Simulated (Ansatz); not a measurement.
# What SbAs (model cell, started as zinc blende) distorts into, part 3 of 3

Wanted: the energy along a soft mode of SbAs (model cell, started as zinc blende) and the structure at the end.

Ansatz 0.2.0; DFT PBEsol, scalar-relativistic, plane waves, PAW.

So far. Step 4 (The mode frozen in, largest atomic shift 0.45 Å): The run ends at a pressure of -2.23 GPa, with forces up to 0.18 eV/Å. Step 5 (Energy along the mode, all amplitudes (two of the runs …): The lowest of the steps tried is at 0.45 Å, 18.7 meV/atom below the parent; the bottom of the well need not coincide with a step.

The structure was built from a prototype and need not be the compound's stable phase.

### Step 6. Relaxing from the distorted cell (continued)

ELF in the bc plane at fractional x = 0.000, with atoms of Sb and As within 0.2 Å of it. It is the smooth field of the valence electrons, not physical close to the nuclei.

Ten even steps from '0' (0.00) to '9' (0.75), each cell a mean:
```
245531000000000124432
467754210000000113344
689876531000000011234
788667742100000000113
786336752100000000003
786336752100000000003
788667742100000000113
689876531000000011234
467754210000000113344
245531000000000124432
024531122100000134410
014544677521000124410
135558999742100024431
455479988753100014554
653479645664210013566
532488433664210012455
653479645764210013566
455479988753100014554
135558999742100024431
014534677521000124410
024531122100000134410
```
Columns run along b (7.5 Å), rows up along c (7.8 Å). Atoms in or near the plane, at fractional coordinates: Sb at (0.99, 0.05), Sb at (0.99, 0.45), As at (0.34, 0.25), As at (0.17, 0.75).

The distorted start has space group Pmm2; the relaxation ends in Pmm2.

### Step 7. The new phase in its own primitive cell

The relaxed structure is symmetrised, reduced to its primitive cell and relaxed tightly, as its phonons need.

input.yaml reads:

```yaml
crystal:
  lattice:
    - [3.8875621222, 0.0, 0.0]
    - [0.0, 7.847540411, 0.0]
    - [0.0, 0.0, 7.5266306624]
  atoms:
    - { symbol: Sb, position: [0.0, 0.7966846575, 0.0148284278] }
    - { symbol: Sb, position: [0.0, 0.2033153425, 0.0148284278] }
    - { symbol: Sb, position: [0.5, 0.0, 0.4202136752] }
    - { symbol: Sb, position: [0.5, 0.5, 0.588155159] }
    - { symbol: As, position: [0.5, 0.6822075999, 0.2400167494] }
    - { symbol: As, position: [0.5, 0.3177924001, 0.2400167494] }
    - { symbol: As, position: [0.0, 0.0, 0.6562752119] }
    - { symbol: As, position: [0.0, 0.5, 0.8256655995] }
kpoints:
  mp_grid: { grid: [10, 6, 6] }
hamiltonian:
  xc: pbesol
scf:
  occupations: { method: methfessel_paxton, width: 0.2 }
output:
  forces: true
  stress: true
  eigenvalues: true
relax:
  adjacent_minimum: "off"
  f_tol: 0.001
  max_steps: 60
  cell: { stress_tol: 0.01 }
```

Launch:

```console
$ ansatz run input.yaml --threads 4 --pin off --max-ram 7168MiB --backend cpu --events-out ev --progress --plain --runs-dir out
```

Numbers of over 12 decimals in the logs are rounded to 6 here.

The program printed:

```text
[...]
Crystal: 8 atoms, lattice volume = 229.621 Å³
Basis set: ecut = 420 eV, 4487 PW (Γ), exchange–correlation on 54×108×108 points (8 copies of the dense FFT grid, shifted against one another)
Bands: 72, of which v1, the nominal top of the filled ones, is band 60 counted from 1 (59 counted from 0)
Symmetry: 4 space group operations
[...]
- [0.0, 7.791142, 0.0]
    - [0.0, 0.0, 7.593855]
  atoms:
    - { symbol: Sb, position: [0, 0.795934, 0.013999] }
    - { symbol: Sb, position: [0, 0.204066, 0.013999] }
    - { symbol: Sb, position: [0.5, 0, 0.426749] }
    - { symbol: Sb, position: [0.5, 0.5, 0.585010] }
    - { symbol: As, position: [0.5, 0.685566, 0.239511] }
    - { symbol: As, position: [0.5, 0.314434, 0.239511] }
    - { symbol: As, position: [0, 0, 0.660390] }
    - { symbol: As, position: [0, 0.5, 0.820831] }
[key lines of the parts left out:]
SCF converged after 6 iterations
Free energy (F): -44882.393913 eV
Fermi energy:    8.658560 eV
P = ⅓ Tr σ = 0.0017 GPa (0.017 kbar)
```

It took 5.3 min on 4 threads of Arm Neoverse V2, shared host; peak memory 1.4 GiB; 21 min of CPU time.

The steps of the relaxation:

| step | energy less that of the first step (eV) | largest force component (eV/Å) | pressure (GPa) | volume (Å³) |
| --- | --- | --- | --- | --- |
| 1 | 0.0000 | 0.0927 | 0.02 | 229.62 |
| 2 | -0.0011 | 0.1971 | 0.00 | 230.15 |
| 3 | -0.0061 | 0.0266 | 0.02 | 229.67 |
| 4 | -0.0063 | 0.0177 | -0.01 | 229.83 |
| 5 | -0.0063 | 0.0181 | 0.03 | 229.77 |
| 6 | -0.0064 | 0.0028 | 0.00 | 229.90 |
| 7 | -0.0064 | 0.0038 | -0.01 | 229.91 |
| 8 | -0.0065 | 0.0003 | 0.00 | 229.88 |
| 9* | -0.0065 | 0.0003 | 0.00 | 229.88 |

Relaxation steps marked * repeat the geometry before them on a plane-wave basis chosen anew for their cell, so energy and pressure can jump there. Relaxation step 5 was tried and not accepted.

The run keeps the 4 symmetry operations that it works with, so distortions that break them were not tested.

| conventional cell, symmetrised | before | after | change |
| --- | --- | --- | --- |
| a (Å) | 3.888 | 3.885 | -0.1 % |
| b (Å) | 7.848 | 7.791 | -0.7 % |
| c (Å) | 7.527 | 7.594 | +0.9 % |
| volume (Å³/atom) | 28.70 | 28.74 | +0.1 % |

The atoms that moved most (Å, as changes of fractional coordinates times the final cell):

| atom | dx | dy | dz | length |
| --- | --- | --- | --- | --- |
| Sb3 | 0.000 | 0.000 | 0.050 | 0.050 |
| As8 | 0.000 | 0.000 | -0.037 | 0.037 |
| As7 | 0.000 | 0.000 | 0.031 | 0.031 |
| As5 | 0.000 | 0.026 | -0.004 | 0.026 |
| As6 | 0.000 | -0.026 | -0.004 | 0.026 |
| Sb4 | 0.000 | 0.000 | -0.024 | 0.024 |
| Sb1 | 0.000 | -0.006 | -0.006 | 0.009 |
| Sb2 | 0.000 | 0.006 | -0.006 | 0.009 |

Final coordinates:

```cif
data_structure
_symmetry_space_group_name_H-M 'P 1'
_symmetry_Int_Tables_number 1
_cell_length_a 3.8854
_cell_length_b 7.7911
_cell_length_c 7.5939
_cell_angle_alpha 90.000
_cell_angle_beta 90.000
_cell_angle_gamma 90.000
_cell_volume 229.88
loop_
_atom_site_label
_atom_site_type_symbol
_atom_site_fract_x
_atom_site_fract_y
_atom_site_fract_z
_atom_site_occupancy
Sb1 Sb 0.00000 0.79593 0.01400 1
Sb2 Sb 0.00000 0.20407 0.01400 1
Sb3 Sb 0.50000 0.00000 0.42675 1
Sb4 Sb 0.50000 0.50000 0.58501 1
As5 As 0.50000 0.68557 0.23951 1
As6 As 0.50000 0.31443 0.23951 1
As7 As 0.00000 0.00000 0.66039 1
As8 As 0.00000 0.50000 0.82083 1
```

Numbers from this step:

* pressure: 0.001717 GPa
* volume per atom: 28.74 Å³

The largest force component left is 0.35 meV/Å and the pressure is 0.002 GPa, within the tolerances set. The cell now holds 28.74 Å³/atom.

### Step 8. Outcome

| Item | Value |
| --- | --- |
| unstable mode of the parent | q = (0, 0.25, -0.25), 49i cm⁻¹ |
| depth at the lowest point sampled | 18.7 meV/atom |
| largest atomic shift at that point | 0.45 Å |
| space group reached (within 0.01 Å) | Pmm2 |
| energy gained over the parent (first relaxation, on the mesh of the frozen mode) | 126 meV/atom |
| volume per atom, phase reached | 28.7 Å³ |

What this shows: Along this mode the structure falls into Pmm2, 126 meV/atom below the parent. At the parent's cell the well is 18.65 meV/atom deep on the steps tried, with its lowest point at a shift of 0.45 Å. Relaxing atoms and cell changes the gain by +107.58 meV/atom against the lowest step (energies at zero smearing). Most of the total comes from this relaxation. The modes of the phase reached were not computed on this path. Each path keeps the symmetry of its pattern, so a lower phase may lie along a pattern not tried. With no gap, or one that is small against the smearing, the frequencies hang on the k mesh and the smearing, most of all near Kohn anomalies. The volume moved by more than a tenth on the k mesh of the start, so the energy gain is rough. Spin-orbit coupling is left out, which can matter for the heavy elements here. A phonon run warned that its eigensolver left some bands unconverged in a pass. The starting cell was built on a prototype and not taken from a measurement, so the phase need not exist.

[Logs are printed without paths, hosts, clocks, repeated set-up lines and the standing remarks that a program may print on its own settings, such as how far it seeks lower states.]

[Hosts, paths, dates, database ids (printed as entryN), source tags and the programs' standing remarks are cut or masked in the printed files.]
